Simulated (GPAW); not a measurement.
**Near-edge structure at the O K edge of La2O3 (P-3m1)**

How does the O K edge of La2O3 (P-3m1) move when the bonds are compressed or stretched?

Method: X-ray absorption from dipole matrix elements to empty bands, plane-wave PAW PBE, without spin-orbit coupling, in GPAW 26.7.0.

## Step 1: The starting structure

The structure is trigonal, space group P-3m1 (No. 164). The conventional cell has a = 3.931 Å, b = 3.931 Å, c = 6.112 Å, α = 90.00°, β = 90.00°, γ = 120.00°. La has 7 O at 2.36 to 2.72 Å nearest. Nearest to O lie 6 La at 2.72 Å. Nearest to O lie 4 La at 2.36 to 2.44 Å. Farther neighbours and most contacts between anions are not listed.

As a file:

```xyz
5
Lattice="3.9308 0.0000 0.0000 -1.9654 3.4042 0.0000 0.0000 0.0000 6.1120" Properties=species:S:1:pos:R:3 pbc="T T T"
La    0.0000    2.2694    1.5050
La    1.9654    1.1347    4.6070
O     0.0000    0.0000    0.0000
O     0.0000    2.2694    3.9477
O     1.9654    1.1347    2.1643
```

## Step 2: The field without a hole

A plain self-consistent run shows whether there is a gap, which decides the set-up of the core-hole run.

The input, scf.py:

```python
import numpy as np
from ase import Atoms
from ase.parallel import parprint, paropen
from gpaw import GPAW, PW, FermiDirac, Mixer, MixerDif, setup_paths
from gpaw.test import gen
setup_paths.insert(0, '.')
gen('O', name='nch1s', xcname='PBE', corehole=(1, 0, 0), write_xml=True)
from gpaw.mpi import world
world.barrier()

atoms = Atoms('La2O3',
    cell=[[3.93077788, 0, 0],
     [-1.96538894, 3.4041535, 0],
     [0, 0, 6.11195352]],
    scaled_positions=[[0.33333333, 0.66666667, 0.24623568],
     [0.66666667, 0.33333333, 0.75376432],
     [0, 0, 0],
     [0.33333333, 0.66666667, 0.64589065],
     [0.66666667, 0.33333333, 0.35410935]],
    pbc=True)
atoms.calc = calc = GPAW(legacy_gpaw=True, mode=PW(500, force_complex_dtype=True), xc='PBE', setups={2: 'nch1s'},
    kpts={'size': (7, 7, 4), 'gamma': True}, occupations=FermiDirac(0.05),
    charge=0, mixer=Mixer(0.1, 5, 50), maxiter=150,
    convergence={'density': 0.0001, 'eigenstates': 1e-6}, txt='scf.txt')
energy = atoms.get_potential_energy() + calc.get_reference_energy()
ef = calc.get_fermi_level()
out = dict(energy=energy, fermi=ef, forces=atoms.get_forces().tolist())
parprint(f'all-electron energy {energy:.4f} eV, Fermi level {ef:.4f} eV')
ev = np.array([[calc.get_eigenvalues(k, s) for k in range(len(calc.get_ibz_k_points()))] for s in range(calc.get_number_of_spins())])
out['homo'], out['lumo'], out['counts'] = ev[ev < ef].max(), ev[ev > ef].min(), sorted(set((ev < ef).sum((0, 2)).tolist()))
out['filled'] = (ev[:, 0] < ef).sum(1).tolist()
import json
with paropen('out.json', 'w') as f:
    json.dump(out, f)
```

Command:

```console
OMP_NUM_THREADS=1 mpirun -n 4 gpaw python scf.py
```

Numbers of over 12 decimals in the logs are rounded to 6 here.

The log of the run:

```text
Input parameters:
  convergence: {density: 0.0001,
                eigenstates: 1e-06}
  kpts: {gamma: True,
         size: (7, 7, 4)}
  maxiter: 150
  mixer: {backend: pulay,
          beta: 0.1,
          method: separate,
          nmaxold: 5,
          weight: 50}
  mode: {ecut: 500.0,
         force_complex_dtype: True,
         name: pw}
  occupations: {fixmagmom: False,
                name: fermi-dirac,
                width: 0.05}
  setups: {2: nch1s}
  xc: PBE

Initialize ...

[... PAW data sets ...]

Reference energy: -468348.802460  # eV

Spin-paired calculation

[... convergence settings ...]
Symmetries present (total): 12
  [... symmetry matrices ...]

196 k-points: 7 x 7 x 4 Monkhorst-Pack grid + [0.000000,0.000000,1/8]
28 k-points in the irreducible part of the Brillouin zone
       k-points in crystal coordinates                weights
   0:     0.00000000    0.00000000    0.00000000          1/196
   1:     0.00000000    0.00000000    0.25000000          2/196
   2:     0.00000000    0.00000000    0.50000000          1/196
   3:     0.14285714    0.00000000   -0.25000000          6/196
   4:     0.14285714    0.00000000    0.00000000          6/196
   5:     0.14285714    0.00000000    0.25000000          6/196
   6:     0.14285714    0.00000000    0.50000000          6/196
   7:     0.28571429   -0.14285714    0.00000000          6/196
   8:     0.28571429   -0.14285714    0.25000000         12/196
   9:     0.28571429   -0.14285714    0.50000000          6/196
          ...
  27:     0.42857143    0.42857143    0.50000000          6/196

Wave functions: Plane wave expansion
  Cutoff energy: 500.000 eV
  Number of coefficients (min, max): 2057, 2098
  Pulay-stress correction: 0.000000 eV/Ang^3 (de/decut=0.000000)
  Using FFTW library
  Wavefunction extrapolation:
    Improved wavefunction reuse through dual PAW basis

Occupation numbers: Fermi-Dirac:
  width: 0.0500  # eV

Eigensolver
   Davidson(niter=2)

Densities:
  Coarse grid: 21*21*32 grid
  Fine grid: 42*42*64 grid
  Total Charge: 0.000000

Density mixing:
  Method: separate
  Backend: pulay
  Linear mixing parameter: 0.1
  old densities: 5
  Width of damping distribution: 1.1
  Damping of long wavelength oscillations: 50

[... Hamiltonian set-up ...]
Number of atoms: 5
Number of atomic orbitals: 52
Number of bands in calculation: 28
Number of valence electrons: 40
Bands to converge: occupied

... initialized

Initializing position-dependent things.

Density initialized from atomic densities
Creating initial wave functions:
  28 bands from LCAO basis set

         O   La

         La  O

       O

Atomic positions and initial magnetic moments

Positions:
   0 La    -0.000000    2.269436    1.504981    ( 0.0000,  0.0000,  0.0000)
   1 La     1.965389    1.134718    4.606972    ( 0.0000,  0.0000,  0.0000)
   2 O      0.000000    0.000000    0.000000    ( 0.0000,  0.0000,  0.0000)
   3 O     -0.000000    2.269436    3.947654    ( 0.0000,  0.0000,  0.0000)
   4 O      1.965389    1.134718    2.164300    ( 0.0000,  0.0000,  0.0000)

Unit cell:
           periodic     x           y           z      points  spacing
  1. axis:    yes    3.930778    0.000000    0.000000    21     0.1621
  2. axis:    yes   -1.965389    3.404154    0.000000    21     0.1621
  3. axis:    yes    0.000000    0.000000    6.111954    32     0.1910

  Lengths:   3.930778   3.930778   6.111954
  Angles:   90.000000  90.000000 120.000000

Effective grid spacing dv^(1/3) = 0.1796

iter:   1   -44.940780
iter:   2   -42.388989   -0.04  -0.88
iter:   3   -40.305876   +0.71  -0.98
iter:   4   -40.648962   +0.01  -1.36
iter:   5   -41.658537   +0.12  -1.43
iter:   6   -40.808322   +0.11  -1.37
iter:   7   -40.965993   -0.28  -1.91
iter:   8   -41.351713   -0.23  -1.74
[...]
iter:  16   -40.755279   -0.70  -2.31
iter:  17   -40.774103   -1.12  -2.46
iter:  18   -40.777264   -1.57  -2.55
iter:  19   -40.786777c  -1.54  -2.64
iter:  20   -40.781441c  -2.47  -2.36
iter:  21   -40.778891c  -2.66  -2.44
iter:  22   -40.779019c  -2.99  -2.57
iter:  23   -40.778585c  -2.18  -2.62
iter:  24   -40.779371c  -2.45  -2.92
iter:  25   -40.778651c  -3.15  -2.91
[...]
iter:  36   -40.778499c  -4.79  -3.59
iter:  37   -40.778513c  -5.32  -3.87
iter:  38   -40.778496c  -4.73  -3.73
iter:  39   -40.778498c  -5.13  -4.12c
iter:  40   -40.778502c  -4.78  -4.28c
iter:  41   -40.778499c  -5.63  -4.09c
iter:  42   -40.778499c  -5.30  -4.28c
iter:  43   -40.778499c  -5.85  -4.39c
iter:  44   -40.778499c  -6.65c -4.68c

Converged after 44 iterations.

Dipole moment: (-0.000000, 0.000000, -0.000000) |e|*Ang

Energy contributions relative to reference atoms: (reference = -468348.802460)

Kinetic:        +52.360030
Potential:      -48.899112
External:        +0.000000
XC:             -43.220130
Entropy (-ST):   -0.000000
Local:           -1.019286
SIC:             +0.000000
--------------------------
Free energy:    -40.778499
Extrapolated:   -40.778499

Showing only first 2 kpts
 Kpt  Band  Eigenvalues  Occupancy
  0    18      7.69941    2.00000
  0    19      7.95271    2.00000
  0    20     12.38975    0.00000
  0    21     12.67001    0.00000

  1    18      7.73979    2.00000
  1    19      7.74049    2.00000
  1    20     12.53647    0.00000
  1    21     12.74067    0.00000

Fermi level: 10.05982

Gap: 3.918 eV
Transition (v -> c):
  (s=0, k=21, n=19, [0.43, 0.00, 0.50]) -> (s=0, k=19, n=20, [0.43, 0.00, 0.00])
Direct/indirect transitions are different
Direct gap: 4.106 eV
Transition at: (s=0, k=22, n=19, [0.43, 0.29, 0.00])

Forces in eV/Ang:
  0 La    0.00000    0.00000   -0.02839
  1 La   -0.00000    0.00000    0.02839
  2 O     0.00000    0.00000    0.00000
  3 O     0.00000    0.00000    0.04765
  4 O    -0.00000   -0.00000   -0.04765
Scalar-relativistic atomic PBE calculation for O (Oxygen, Z=8)
Core hole in 1s state (1s occupation: 2.0)
300 radial gridpoints.
|------------------------------------------------|
|------------------------------------------------|
[... the atom generator's iteration count ...]

Energy contributions:
-------------------------
Kinetic:      +74.889487
XC:            -8.275248
Potential:   -141.614183
-------------------------
Total:        -74.999944

state      eigenvalue         ekin         rmax
-----------------------------------------------
1s^2.0 :   -18.913699    29.145489        0.129
2s^2.0 :    -0.880545     3.220963        0.871
2p^4.0 :    -0.331818     2.539146        0.819
-----------------------------------------------
(units: Bohr and Hartree)

Generating PAW setup
Kinetic energy of the core from tauc = 58.337696
Cutoffs:
rc(s)=1.300
rc(p)=1.130
rc(d)=1.170
rc(vbar)=1.300
rc(comp)=1.260
rc(nct)=1.300

Kinetic energy of the core states: 58.290978
Charge: 0.0
Core electrons: 2.0
Valence electrons: 6.0
Pseudo-core charge: 0.000736
Shape function alpha=6.299
Pseudo-electron charge 5.680117
state    eigenvalue         norm
--------------------------------
2s(2) :    -0.880545     1.081993
*s    :     0.119455
2p(4) :    -0.331818     0.878848
*p    :     0.668182
*d    :     0.000000
--------------------------------

Diagonalizing with gridspacing h=0.050

state   all-electron     PAW
-------------------------------
2s:      -0.880545    -0.881653
2p:      -0.331818    -0.335594
*d:                    0.049820
*f:                    0.077145
-------------------------------
all-electron energy -468389.5810 eV, Fermi level 10.0598 eV
```

Wall time 42 s (4 MPI ranks of Intel Xeon Platinum 8259CL at 2.50GHz (Skylake/Cascade Lake), shared host); peak memory 0.23 GiB; 2.8 min of CPU time.

The mesh shows a gap of 3.92 eV, so the hole is first treated in a charged cell, without the excited electron.

## Step 3: Reference energy of the supercell

The photon energy needs a difference of total energies, so the cell and mesh of the coming hole run are first run without a hole.

Edit scf.py of step 2 so:

```diff
@@ -10,14 +10,24 @@
 
-atoms = Atoms('La2O3',
-    cell=[[3.93077788, 0, 0],
-     [-1.96538894, 3.4041535, 0],
-     [0, 0, 6.11195352]],
-    scaled_positions=[[0.33333333, 0.66666667, 0.24623568],
-     [0.66666667, 0.33333333, 0.75376432],
+atoms = Atoms('La6O9',
+    cell=[[-5.89616682, 3.4041535, 0],
+     [-5.89616682, -3.4041535, 0],
+     [3.93077788, 0, 6.11195352]],
+    scaled_positions=[[0.41541189, 0.74874523, 0.24623568],
+     [0.74874523, 0.08207856, 0.24623568],
+     [0.08207856, 0.41541189, 0.24623568],
+     [0.25125477, 0.91792144, 0.75376432],
+     [0.58458811, 0.25125477, 0.75376432],
+     [0.91792144, 0.58458811, 0.75376432],
      [0, 0, 0],
-     [0.33333333, 0.66666667, 0.64589065],
-     [0.66666667, 0.33333333, 0.35410935]],
+     [0.33333333, 0.33333333, 0],
+     [0.66666667, 0.66666667, 0],
+     [0.54863022, 0.88196355, 0.64589065],
+     [0.88196355, 0.21529688, 0.64589065],
+     [0.21529688, 0.54863022, 0.64589065],
+     [0.11803645, 0.78470312, 0.35410935],
+     [0.45136978, 0.11803645, 0.35410935],
+     [0.78470312, 0.45136978, 0.35410935]],
     pbc=True)
-atoms.calc = calc = GPAW(legacy_gpaw=True, mode=PW(500, force_complex_dtype=True), xc='PBE', setups={2: 'nch1s'},
-    kpts={'size': (7, 7, 4), 'gamma': True}, occupations=FermiDirac(0.05),
+atoms.calc = calc = GPAW(legacy_gpaw=True, mode=PW(500, force_complex_dtype=True), xc='PBE', setups={6: 'nch1s'},
+    kpts={'size': (3, 3, 3), 'gamma': True}, occupations=FermiDirac(0.02),
     charge=0, mixer=Mixer(0.1, 5, 50), maxiter=150,
```

The log of the run:

```text
Input parameters:
  convergence: {density: 0.0001,
                eigenstates: 1e-06}
  kpts: {gamma: True,
         size: (3, 3, 3)}
  maxiter: 150
  mixer: {backend: pulay,
          beta: 0.1,
          method: separate,
          nmaxold: 5,
          weight: 50}
  mode: {ecut: 500.0,
         force_complex_dtype: True,
         name: pw}
  occupations: {fixmagmom: False,
                name: fermi-dirac,
[...]
2s(2) :    -0.880545     1.081993
*s    :     0.119455
2p(4) :    -0.331818     0.878848
*p    :     0.668182
*d    :     0.000000
--------------------------------

Diagonalizing with gridspacing h=0.050

state   all-electron     PAW
-------------------------------
2s:      -0.880545    -0.881653
2p:      -0.331818    -0.335594
*d:                    0.049820
*f:                    0.077145
-------------------------------
all-electron energy -1405168.7529 eV, Fermi level 9.2353 eV
[key lines of the parts left out:]
Converged after 35 iterations.
Dipole moment: (-0.000000, -0.000000, -0.000000) |e|*Ang
Free energy:   -122.345766
Fermi level: 9.23526
```

The job ended after 2.9 min (4 MPI ranks; peak memory 0.42 GiB).

Reference energy: -1405168.753 eV with the cores included.

(Part 1 of 3 ends here.)

[Banner, clock and machine lines of the logs are left out without a mark of their own.]

[Logs are printed without paths, hosts, clocks, repeated set-up lines and the standing remarks that a program may print on its own settings, such as how far it seeks lower states.]

[Hosts, paths, dates, database ids (printed as entryN), source tags and the programs' standing remarks are cut or masked in the printed files.]

[Lists of maxima count a maximum above −3 eV only where it reaches 4 % of the highest in the window and stands out from its surroundings by 2 % of it (1.5 % where it reaches 55 %); shoulders and weaker maxima are passed over, and of the rest the first, up to two pre-edge ones and the few strongest are named.]
